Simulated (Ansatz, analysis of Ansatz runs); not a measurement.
**Al-H pair in Si: local vibrational mode, HSE06**

Aim: the local vibrational mode of the Al-H pair in Si, to be set beside the measurement. Set-up: HSE06, 64-site cell, PBE lattice, 420 eV, k: the zone centre alone, relaxed with the hybrid. The model is a cell of 64 host atoms with Al put on another atom's site and H put in between. The frequencies come from force constants among the defect atom and its neighbours, with the masses of the isotopes named. Exact exchange opens the gap, stiffens bonds and lessens the self-interaction error, at many times the cost.

What was measured. Si-H stretch, 1H: 2201 cm⁻¹, by IR absorption (quoted in “Local vibrational modes of impurities in silicon”, 2008, M.D. McCluskey, quoting earlier work (1987)). The calculation is set beside it at the end.

Main program and level: Ansatz 0.2.0; plane-wave PAW DFT, HSE06; relaxation of all atoms of a defect supercell.

## Step 1: Starting point

The cell holds 65 atoms: 63 Si, 1 Al and 1 H. Cell: a = 10.940 Å, b = 10.940 Å, c = 10.940 Å, α = 90.0°, β = 90.0°, γ = 90.0°. It derives from Si (space group Fd-3m). Nearest the centre at fractional (0.346, 0.346, 0.346): H65 at 0.55 Å, Al8 at 1.00 Å, Si4 at 2.06 Å, Si27 at 2.61 Å, Si49 at 2.61 Å, Si42 at 2.61 Å, Si7 at 3.43 Å, Si6 at 3.43 Å.

The host's primitive cell comes from a first run (plane-wave PAW DFT, PBE; relaxation of the host's cell and atoms): vectors of 3.868, 3.868 and 3.868 Å. That is 20.46 Å³ an atom, 2.2 % over the diffraction cell's volume. The supercell is built on it.

## Step 2: Relaxation, charge 0

Every later number rests on the structure around the defect, so the atoms are relaxed at the host's lattice first.

relax/input.yaml reads:

```yaml
relax:
  f_tol: 0.01
  max_steps: 80
  random_displacement: { amplitude: 0.02, seed: 649 }
crystal:
  lattice:
    - [10.93956649, 0.0, 0.0]
    - [0.0, 10.93956649, 0.0]
    - [0.0, 0.0, 10.93956649]
  atoms:
    - { symbol: Si, position: [0.0, 0.0, 0.25] }
    - { symbol: Si, position: [0.0, 0.25, 0.0] }
    - { symbol: Si, position: [0.25, 0.0, 0.0] }
    - { symbol: Si, position: [0.236809349, 0.236809349, 0.236809349] }
    - { symbol: Si, position: [0.125, 0.125, 0.375] }
    - { symbol: Si, position: [0.125, 0.375, 0.125] }
    - { symbol: Si, position: [0.375, 0.125, 0.125] }
    - { symbol: Al, position: [0.398748656, 0.398748656, 0.398748656] }
    - { symbol: Si, position: [0.0, 0.0, 0.75] }
    - { symbol: Si, position: [0.0, 0.25, 0.5] }
    - { symbol: Si, position: [0.25, 0.0, 0.5] }
    - { symbol: Si, position: [0.25, 0.25, 0.75] }
    - { symbol: Si, position: [0.125, 0.125, 0.875] }
    - { symbol: Si, position: [0.125, 0.375, 0.625] }
    - { symbol: Si, position: [0.375, 0.125, 0.625] }
    - { symbol: Si, position: [0.375, 0.375, 0.875] }
    - { symbol: Si, position: [0.0, 0.5, 0.25] }
    - { symbol: Si, position: [0.0, 0.75, 0.0] }
    - { symbol: Si, position: [0.25, 0.5, 0.0] }
    - { symbol: Si, position: [0.25, 0.75, 0.25] }
    - { symbol: Si, position: [0.125, 0.625, 0.375] }
    - { symbol: Si, position: [0.125, 0.875, 0.125] }
    - { symbol: Si, position: [0.375, 0.625, 0.125] }
    - { symbol: Si, position: [0.375, 0.875, 0.375] }
    - { symbol: Si, position: [0.0, 0.5, 0.75] }
    - { symbol: Si, position: [0.0, 0.75, 0.5] }
    - { symbol: Si, position: [0.25, 0.5, 0.5] }
    - { symbol: Si, position: [0.25, 0.75, 0.75] }
    - { symbol: Si, position: [0.125, 0.625, 0.875] }
    - { symbol: Si, position: [0.125, 0.875, 0.625] }
    - { symbol: Si, position: [0.375, 0.625, 0.625] }
    - { symbol: Si, position: [0.375, 0.875, 0.875] }
    - { symbol: Si, position: [0.5, 0.0, 0.25] }
    - { symbol: Si, position: [0.5, 0.25, 0.0] }
    - { symbol: Si, position: [0.75, 0.0, 0.0] }
    - { symbol: Si, position: [0.75, 0.25, 0.25] }
    - { symbol: Si, position: [0.625, 0.125, 0.375] }
    - { symbol: Si, position: [0.625, 0.375, 0.125] }
    - { symbol: Si, position: [0.875, 0.125, 0.125] }
    - { symbol: Si, position: [0.875, 0.375, 0.375] }
    - { symbol: Si, position: [0.5, 0.0, 0.75] }
    - { symbol: Si, position: [0.5, 0.25, 0.5] }
    - { symbol: Si, position: [0.75, 0.0, 0.5] }
    - { symbol: Si, position: [0.75, 0.25, 0.75] }
    - { symbol: Si, position: [0.625, 0.125, 0.875] }
    - { symbol: Si, position: [0.625, 0.375, 0.625] }
    - { symbol: Si, position: [0.875, 0.125, 0.625] }
    - { symbol: Si, position: [0.875, 0.375, 0.875] }
    - { symbol: Si, position: [0.5, 0.5, 0.25] }
    - { symbol: Si, position: [0.5, 0.75, 0.0] }
    - { symbol: Si, position: [0.75, 0.5, 0.0] }
    - { symbol: Si, position: [0.75, 0.75, 0.25] }
    - { symbol: Si, position: [0.625, 0.625, 0.375] }
    - { symbol: Si, position: [0.625, 0.875, 0.125] }
    - { symbol: Si, position: [0.875, 0.625, 0.125] }
    - { symbol: Si, position: [0.875, 0.875, 0.375] }
    - { symbol: Si, position: [0.5, 0.5, 0.75] }
    - { symbol: Si, position: [0.5, 0.75, 0.5] }
    - { symbol: Si, position: [0.75, 0.5, 0.5] }
    - { symbol: Si, position: [0.75, 0.75, 0.75] }
    - { symbol: Si, position: [0.625, 0.625, 0.875] }
    - { symbol: Si, position: [0.625, 0.875, 0.625] }
    - { symbol: Si, position: [0.875, 0.625, 0.625] }
    - { symbol: Si, position: [0.875, 0.875, 0.875] }
    - { symbol: H, position: [0.316442, 0.316442, 0.316442] }
basis:
  ecutwfc: 420
  xc_grid: 2
hamiltonian:
  xc: hse06
kpoints:
  mp_grid: { grid: [1, 1, 1] }
scf:
  occupations: { method: fermi_dirac, width: 0.01 }
  max_iter: 120
output:
  forces: true
checkpoint:
  write: "../relax.run"
  compress: false
  write_wavefunctions: true
  write_every: 100000
```

On the command line:

```bash
$ ansatz run input.yaml --threads 4 --pin off --max-ram 7536MiB --backend cpu --events-out ev --progress --plain --runs-dir out
```

Numbers of over 12 decimals in the logs are rounded to 6 here.

The program printed:

```text
[... repeated set-up lines and file paths are left out, and long positions are rounded to six places ...]
exact exchange: scf.exx.singularity resolves to wigner_seitz, which cuts the screened interaction at the faces of the exchange supercell's Wigner-Seitz cell, so that each pair interacts once, at the shortest of its separations (the periodic images that this [...]
Engine: ansatz 0.2.0, aarch64-unknown-linux-gnu
Pseudopotentials: kind: paw
Pseudopotential: Si, paw, valence charge 4, recommended cutoff 420 eV (normal), Si.paw.azcp
Pseudopotential: Al, paw, valence charge 3, recommended cutoff 420 eV (normal), Al.paw.azcp
Pseudopotential: H, paw, valence charge 1, recommended cutoff 420 eV (normal), H.paw.azcp
Functional definition: HSE06
  parameter a = 0.25
  parameter omega = 0.11/bohr
  exchange = pbe_x - a*pbe_x_sr(omega) + a*exact_x_sr(omega)
  correlation = pbe_c
Crystal: 65 atoms, lattice volume = 1309.183 Å³
Basis set: ecut = 420 eV, 25677 PW (Γ), exchange–correlation on 150×150×150 points (8 copies of the dense FFT grid, shifted against one another)
Bands: 193, of which v1, the nominal top of the filled ones, is band 128 counted from 1 (127 counted from 0)
Symmetry: 1 space group operations
k-points: 1
Non-local potential: Si, projectors of the file, l = 0: 2, l = 1: 2, l = 2: 2
Non-local potential: Al, projectors of the file, l = 0: 2, l = 1: 2, l = 2: 1
Non-local potential: H, projectors of the file, l = 0: 2, l = 1: 1
PAW form: soft (Blöchl's): semilocal exchange-correlation on the pseudo side does not see the compensation charge
PAW frozen core: Si, regenerated for the run's functional, and the local potential with it (the file was generated under x = pbe(κ = 0.804, μ = 0.219515), c = pbe(β = 0.066725))
PAW frozen core: Al, regenerated for the run's functional, and the local potential with it (the file was generated under x = pbe(κ = 0.804, μ = 0.219515), c = pbe(β = 0.066725))
PAW one-centre angular grid: Si, 110 points (default); XC on 64 Gauss nodes
PAW one-centre angular grid: Al, 110 points (default); XC on 64 Gauss nodes
PAW one-centre angular grid: H, 110 points (default); XC on 64 Gauss nodes
Initial density: superposition of atomic densities (neutral atoms: chi_scale 0, normalization atom), corrected by the library's trained network
Initial wavefunctions: pseudopotential atomic-orbital guess
Functional: x = pbe(κ = 0.804, μ = 0.219515), c = pbe(β = 0.066725), warm-up for x = pbe(κ = 0.804, μ = 0.219515) + 0.25 (exact − pbe) at short range (hse, ω = 0.207870 Å⁻¹), c = pbe(β = 0.066725); [...]
SCF iter   1: F=—  HF=-40600.756814 eV  |F-HF|=—  |Δ(HF+E_count)|=         —  Δρ=2.06e-3  dr2=1.24e-1  ethr=1.77e-3  ⟨swp⟩=17.0  Hψ=1376  notcnv=0  reapply=1
preconditioner: auto → none  [insulator: Δε(μ)=0.581 eV  Ē_g=7.850 eV  σ=0.010 eV  W_gap=1.00  n_scr=202 (ndim 8)  ℏωp=16.4 eV  f_vac=0.000  D(μ)=0.00/eV (n_scr^D=0)]
SCF iter   2: F=—  HF=-40600.746463 eV  |F-HF|=—  |Δ(HF+E_count)|=   1.04e-2  Δρ=1.02e-3  dr2=2.55e-2  ethr=4.86e-5  ⟨swp⟩=11.0  Hψ=655  notcnv=0
SCF iter   3: F=—  HF=-40600.745103 eV  |F-HF|=—  |Δ(HF+E_count)|=   1.36e-3  Δρ=4.19e-4  dr2=8.97e-3  ethr=9.98e-6  ⟨swp⟩=8.0  Hψ=594  notcnv=0  defer=5
iter 4 solved again at ethr=6.85e-8 eV; its pass at ethr=3.51e-6 eV (dr2=1.75e-4 eV) is discarded
SCF iter   4: F=—  HF=-40600.743758 eV  |F-HF|=—  |Δ(HF+E_count)|=   1.34e-3  Δρ=1.00e-4  dr2=1.92e-4  ethr=6.85e-8  ⟨swp⟩=5.0  Hψ=908  notcnv=0
SCF iter   5: F=—  HF=-40600.743830 eV  |F-HF|=—  |Δ(HF+E_count)|=   7.20e-5  Δρ=4.30e-5  dr2=4.30e-5  ethr=6.85e-8  ⟨swp⟩=3.0  Hψ=387  notcnv=0
SCF iter   6: F=—  HF=-40600.743846 eV  |F-HF|=—  |Δ(HF+E_count)|=   1.67e-5  Δρ=1.69e-5  dr2=4.16e-6  ethr=1.68e-8  ⟨swp⟩=3.0  Hψ=364  notcnv=0
SCF iter   7: F=—  HF=-40600.743851 eV  |F-HF|=—  |Δ(HF+E_count)|=   4.98e-6  Δρ=4.41e-6  dr2=3.06e-7  ethr=1.62e-9  ⟨swp⟩=3.0  Hψ=421  notcnv=0
SCF iter   8: F=-40600.743852 eV  HF=-40600.743852 eV  |F-HF|=1.27e-9  |Δ(HF+E_count)|=   4.44e-7  Δρ=1.52e-6  dr2=4.88e-8  ethr=1.19e-10  ⟨swp⟩=3.0  Hψ=433  notcnv=0
SCF 1 converged in 8 iterations: F = -40600.743852 eV  dr2 = 4.88e-8
  greatest PAW one-centre occupation: 0.640 electrons in one spin orbital (limit 2), on the Si atom at site 3 (counted from 0), in its partial waves of l = 0
Initial density: handed on by an earlier stage of this run
Initial wavefunctions: those handed on with the density
Functional: x = pbe(κ = 0.804, μ = 0.219515) + 0.25 (exact − pbe) at short range (hse, ω = 0.207870 Å⁻¹), c = pbe(β = 0.066725); HSE06 as pw.x's `hse` composes it (authors' and Libxc's form: `xc: wpbeh`)
Exchange kernel: α = 0.2500, screened, ω = 0.2079 Å⁻¹, Wigner–Seitz truncation, v(0) = 945.9129 eV·Å³, q-mesh 1×1×1, nearest image of the exchange supercell L = 10.94 Å, pair-density grid 45×45×45, without the augmentation charges, whose exchange is taken in [...]
Frozen-core exchange: fock
iter 1 solved again at ethr=2.92e-5 eV; its pass at ethr=1.00e-1 eV (dr2=7.47e-2 eV) is discarded
SCF iter   1: F=—  HF=-40632.359125 eV  |F-HF|=—  |Δ(HF+E_count)|=         —  Δρ=2.92e-3  dr2=9.05e-2  ethr=2.92e-5  ⟨swp⟩=5.0  Hψ=1167  notcnv=0
SCF iter   2: F=—  HF=-40632.322724 eV  |F-HF|=—  |Δ(HF+E_count)|=   3.64e-2  Δρ=1.35e-3  dr2=2.57e-2  ethr=2.92e-5  ⟨swp⟩=3.0  Hψ=387  notcnv=0
SCF iter   3: F=—  HF=-40632.421241 eV  |F-HF|=—  |Δ(HF+E_count)|=   9.85e-2  Δρ=6.47e-4  dr2=2.53e-2  ethr=6.67e-6  ⟨swp⟩=5.0  Hψ=665  notcnv=0
SCF iter   4: F=—  HF=-40632.434506 eV  |F-HF|=—  |Δ(HF+E_count)|=   1.33e-2  Δρ=7.31e-4  dr2=9.81e-2  ethr=6.67e-6  ⟨swp⟩=5.0  Hψ=667  notcnv=0  recentre
SCF iter   5: F=—  HF=-40632.416259 eV  |F-HF|=—  |Δ(HF+E_count)|=   1.82e-2  Δρ=1.89e-4  dr2=2.37e-3  ethr=6.67e-6  ⟨swp⟩=5.0  Hψ=612  notcnv=0
SCF iter   6: F=—  HF=-40632.415864 eV  |F-HF|=—  |Δ(HF+E_count)|=   3.95e-4  Δρ=6.22e-5  dr2=4.19e-4  ethr=8.33e-7  ⟨swp⟩=3.0  Hψ=356  notcnv=0
SCF iter   7: F=—  HF=-40632.418564 eV  |F-HF|=—  |Δ(HF+E_count)|=   2.70e-3  Δρ=1.01e-4  dr2=1.62e-4  ethr=6.48e-8  ⟨swp⟩=4.0  Hψ=603  notcnv=0
SCF iter   8: F=-40632.418507 eV  HF=-40632.418508 eV  |F-HF|=6.61e-7  |Δ(HF+E_count)|=   5.57e-5  Δρ=1.09e-5  dr2=6.47e-6  ethr=6.15e-8  ⟨swp⟩=3.0  Hψ=327  notcnv=0
SCF 2 stopped early in 8 iterations: F = -40632.418507 eV  dr2 = 6.47e-6
  Residual-converged pass: ⟨swp⟩=5.0  Hψ=578  notcnv=0  max |occ|·‖R‖ = 5.9e-6 eV (tolerance 6.7e-6 eV)  dr2=5.89e-6  dr2_onsite=1.87e-8  max |Δocc| = 0.0e0
hybrid outer 1: dexx = +1.208e-1 eV, tail = 3.88e-5 eV
SCF iter   1: F=—  HF=-40632.417136 eV  |F-HF|=—  |Δ(HF+E_count)|=         —  Δρ=1.20e-5  dr2=4.34e-6  ethr=7.57e-8  ⟨swp⟩=8.0  Hψ=586  notcnv=0
[...]
relax step   7: F+E_penalty+E_count = -40633.08506250 eV  Δ(F+E_penalty+E_count) = -1.032e-4 eV  max|allowed force component| = 1.304e-2 eV/Å  Δτ_max = 0.0122 Å  (11 SCF iters, accepted)
relax step   8: F+E_penalty+E_count = -40633.08550186 eV  Δ(F+E_penalty+E_count) = -4.394e-4 eV  max|allowed force component| = 7.934e-2 eV/Å  Δτ_max = 0.1957 Å  (14 SCF iters, dr2 threshold 1.70e-7 eV, accepted)
relax step   9: F+E_penalty+E_count = -40633.08708057 eV  Δ(F+E_penalty+E_count) = -1.579e-3 eV  max|allowed force component| = 4.341e-2 eV/Å  Δτ_max = 0.0615 Å  (10 SCF iters, dr2 threshold 6.29e-6 eV, accepted)
relax step  10: F+E_penalty+E_count = -40633.09081495 eV  Δ(F+E_penalty+E_count) = -3.734e-3 eV  max|allowed force component| = 6.722e-2 eV/Å  Δτ_max = 0.0896 Å  (11 SCF iters, dr2 threshold 5.64e-7 eV, accepted)
relax step  11: F+E_penalty+E_count = -40633.09493529 eV  Δ(F+E_penalty+E_count) = -4.120e-3 eV  max|allowed force component| = 1.473e-1 eV/Å  Δτ_max = 0.1950 Å  (12 SCF iters, dr2 threshold 1.35e-6 eV, accepted)
relax step  12: F+E_penalty+E_count = -40633.09564359 eV  Δ(F+E_penalty+E_count) = -7.083e-4 eV  max|allowed force component| = 2.991e-2 eV/Å  Δτ_max = 0.0254 Å  (8 SCF iters, dr2 threshold 2.17e-5 eV, accepted)
relax step  13: F+E_penalty+E_count = -40633.09564585 eV  Δ(F+E_penalty+E_count) = -2.256e-6 eV  max|allowed force component| = 2.801e-2 eV/Å  Δτ_max = 0.0000 Å  (7 SCF iters, accepted)
relax step  14: F+E_penalty+E_count = -40633.09663278 eV  Δ(F+E_penalty+E_count) = -9.869e-4 eV  max|allowed force component| = 1.395e-2 eV/Å  Δτ_max = 0.0231 Å  (13 SCF iters, accepted)
iter 1 solved again at ethr=1.61e-7 eV; its pass at ethr=1.00e-1 eV (dr2=4.13e-4 eV) is discarded
SCF iter   1: F=—  HF=-40633.096245 eV  |F-HF|=—  |Δ(HF+E_count)|=         —  Δρ=1.33e-4  dr2=1.63e-4  ethr=1.61e-7  ⟨swp⟩=7.0  Hψ=1001  notcnv=0
SCF iter   2: F=—  HF=-40633.096203 eV  |F-HF|=—  |Δ(HF+E_count)|=   4.16e-5  Δρ=6.07e-5  dr2=9.33e-5  ethr=5.80e-8  ⟨swp⟩=3.0  Hψ=331  notcnv=0
SCF iter   3: F=—  HF=-40633.096751 eV  |F-HF|=—  |Δ(HF+E_count)|=   5.48e-4  Δρ=5.75e-5  dr2=6.80e-5  ethr=1.02e-8  ⟨swp⟩=5.0  Hψ=543  notcnv=0
SCF iter   4: F=—  HF=-40633.096740 eV  |F-HF|=—  |Δ(HF+E_count)|=   1.06e-5  Δρ=2.19e-5  dr2=5.60e-5  ethr=1.02e-8  ⟨swp⟩=4.0  Hψ=462  notcnv=0
SCF iter   5: F=—  HF=-40633.096730 eV  |F-HF|=—  |Δ(HF+E_count)|=   1.03e-5  Δρ=9.18e-6  dr2=9.99e-6  ethr=1.02e-8  ⟨swp⟩=4.0  Hψ=386  notcnv=0
iter 6 solved again at ethr=2.45e-10 eV; its pass at ethr=3.17e-9 eV (dr2=6.28e-7 eV) is discarded
SCF iter   6: F=—  HF=-40633.096729 eV  |F-HF|=—  |Δ(HF+E_count)|=   1.40e-6  Δρ=3.96e-6  dr2=2.37e-6  ethr=2.45e-10  ⟨swp⟩=3.0  Hψ=677  notcnv=0
SCF iter   7: F=—  HF=-40633.096741 eV  |F-HF|=—  |Δ(HF+E_count)|=   1.19e-5  Δρ=8.53e-6  dr2=1.28e-6  ethr=2.45e-10  ⟨swp⟩=5.0  Hψ=544  notcnv=0
SCF iter   8: F=—  HF=-40633.096740 eV  |F-HF|=—  |Δ(HF+E_count)|=   4.08e-7  Δρ=2.33e-6  dr2=1.70e-7  ethr=2.45e-10  ⟨swp⟩=3.0  Hψ=354  notcnv=0
SCF iter   9: F=-40633.096741 eV  HF=-40633.096741 eV  |F-HF|=4.33e-8  |Δ(HF+E_count)|=   4.82e-7  Δρ=2.07e-6  dr2=8.64e-8  ethr=3.48e-11  ⟨swp⟩=4.0  Hψ=472  notcnv=0
SCF 30 converged in 9 iterations: F = -40633.096741 eV  dr2 = 8.64e-8
  Residual-converged pass: ⟨swp⟩=2.0  Hψ=307  notcnv=0  max |occ|·‖R‖ = 6.0e-6 eV (tolerance 6.7e-6 eV)  dr2=8.65e-8  dr2_onsite=9.58e-10  max |Δocc| = 0.0e0
hybrid outer 1: dexx = +6.381e-4 eV, tail = 2.87e-7 eV
SCF iter   1: F=—  HF=-40633.096739 eV  |F-HF|=—  |Δ(HF+E_count)|=         —  Δρ=2.42e-6  dr2=1.26e-7  ethr=5.60e-10  ⟨swp⟩=11.0  Hψ=657  notcnv=0
SCF iter   2: F=-40633.096739 eV  HF=-40633.096739 eV  |F-HF|=1.79e-8  |Δ(HF+E_count)|=   2.65e-8  Δρ=6.28e-7  dr2=2.14e-8  ethr=4.69e-11  ⟨swp⟩=3.0  Hψ=362  notcnv=0
SCF 31 converged in 2 iterations: F = -40633.096739 eV  dr2 = 2.14e-8
  Residual-converged pass: ⟨swp⟩=3.0  Hψ=414  notcnv=0  max |occ|·‖R‖ = 2.3e-6 eV (tolerance 3.1e-6 eV)  dr2=2.36e-8  dr2_onsite=6.76e-11  max |Δocc| = 0.0e0
hybrid outer 2: dexx = +4.935e-9 eV, tail = 4.30e-8 eV, Δε = 2.76e-5 eV (about 2.92e-5 eV left of the loop's levels), ΔF = 4.24e-4 eV/Å (tail 3.41e-4)
relax step  15: F+E_penalty+E_count = -40633.09673903 eV  Δ(F+E_penalty+E_count) = -1.063e-4 eV  max|allowed force component| = 8.205e-3 eV/Å  Δτ_max = 0.0095 Å  (11 SCF iters, accepted)
hybrid SCF converged: 2 outer / 11 inner (+0 warm-up), last move |dexx| = 4.94e-9 eV, tail = 4.30e-8 eV
Stability not checked: this state was not tested for a lower state beside it, because the functional holds exact exchange (a hybrid, or Hartree-Fock), whose exchange loop this test does not read (fock_operator; see scf.lower_state_search)
Free energy (F): -40633.096739 eV
Harris-Foulkes:  -40633.096739 eV  (|F-HF|=1.79e-8)
Internal energy: -40633.096739 eV  (E = F + TS)
E sigma→0 (E₀):  -40633.096739 eV
Fermi energy:    6.338959 eV
--- Per-component energies (eV) ---
  E_band       = 51.445491
  E_kinetic    = 2593.100917
  E_local      = -1792.578462  (includes V_loc(G=0)·N_el)
  E_nonlocal   = 1600.673387
  E_hartree    = 506.059261
  E_xc         = -2871.476973
  E_vxc        = -2435.559600  (∫ρ·V_xc dr)
  E_exx        = -357.748937  (= α·E_x^exact, valence–valence)
  E_paw        = -33093.115066  (= ΣΔE_a)
  E_vpaw       = -210.810455  (= ΣTr[D̂ρ^β])
  E_aug_tail   = -0.000958  (compensation charges beyond the density's cutoff)
  E_ewald      = -7214.240730
  E_core_change = -3.769177  (= ΣΔE_core)
  E_smearing   = -0.000000  (= −TS)
  E_closure    = -0.000000  (closes the sum)
  Σ components = -40633.096739   (vs F -40633.096739, Δ=0.00e0)
--- Forces (eV/Å), atoms counted from 1 ---
  atom   1  Si     0.00536526     0.00619461    -0.00006633
  atom   2  Si     0.00457533    -0.00408844     0.00598552
  [... 1 atom left out ...]
  atom   4  Si    -0.00147000    -0.00214710     0.00003354
  atom   5  Si    -0.00245062    -0.00205481    -0.00112327
  atom   6  Si     0.00098251     0.00246340    -0.00031787
  atom   7  Si     0.00820508     0.00775776     0.00638529
  atom   8  Al     0.00040814     0.00163113     0.00029166
  [... 14 atoms left out ...]
  atom  23  Si    -0.00378470    -0.00350254     0.00320036
  [... 3 atoms left out ...]
  atom  27  Si     0.00021402    -0.00004205     0.00094812
  [... 14 atoms left out ...]
  atom  42  Si    -0.00236883    -0.00425826    -0.00275174
  [... 6 atoms left out ...]
  atom  49  Si    -0.00219705    -0.00332960    -0.00495146
  [... 15 atoms left out ...]
  atom  65  H     -0.00006437    -0.00184083     0.00002329
  max |Σ_I F_I| component: 5.11e-5 eV/Å
--- Band table (eV) ---
  k-point 0: bands = ["-7.4457", "-6.3912", "-6.2936", "-6.2882", [... 167 left out ...] "9.8882", "9.9038", "9.9202", "10.5339"]
  guard bands above this table: 18 of the run's 193 bands. The solve was not asked for them (output.publish_guard_bands: true or output.eigenvalues: true publishes all)
--- Relaxed structure (15 steps of the walk, 15 accepted, 0 SCFs on fresh bases) ---
  F+E_penalty+E_count = -40633.09673903 eV   max|allowed force component| = 8.205e-3 eV/Å
  atoms:
    - { symbol: Si, position: [-0.002920, -0.003885, 0.248910] }
    - { symbol: Si, position: [-0.003142, 0.248758, -0.004002] }
    [... 1 atom left out ...]
    - { symbol: Si, position: [0.230262, 0.234192, 0.234103] }
    - { symbol: Si, position: [0.119195, 0.118429, 0.375926] }
    - { symbol: Si, position: [0.118929, 0.375691, 0.118233] }
    - { symbol: Si, position: [0.379366, 0.124656, 0.124704] }
    - { symbol: Al, position: [0.398422, 0.395182, 0.395342] }
    [... 14 atoms left out ...]
    - { symbol: Si, position: [0.375625, 0.626401, 0.122927] }
    [... 3 atoms left out ...]
    - { symbol: Si, position: [0.247395, 0.508193, 0.508306] }
    [... 14 atoms left out ...]
    - { symbol: Si, position: [0.507099, 0.241436, 0.505884] }
    [... 6 atoms left out ...]
    - { symbol: Si, position: [0.507233, 0.505869, 0.241723] }
    [... 15 atoms left out ...]
    - { symbol: H, position: [0.275870, 0.326947, 0.325169] }
```

The job ended after 28 min (4 threads of Arm Neoverse N1, shared host; peak memory 2.4 GiB).

(Continued in part 2 of 2.)

[Logs are printed without paths, hosts, clocks, repeated set-up lines and the standing remarks that a program may print on its own settings, such as how far it seeks lower states.]

[Hosts, paths, dates, database ids (printed as entryN), source tags and the programs' standing remarks are cut or masked in the printed files.]

[For some hosts the program warned that the k-mesh of the response run may be too coarse for force constants and the static dielectric constant; such warnings are not shown here.]
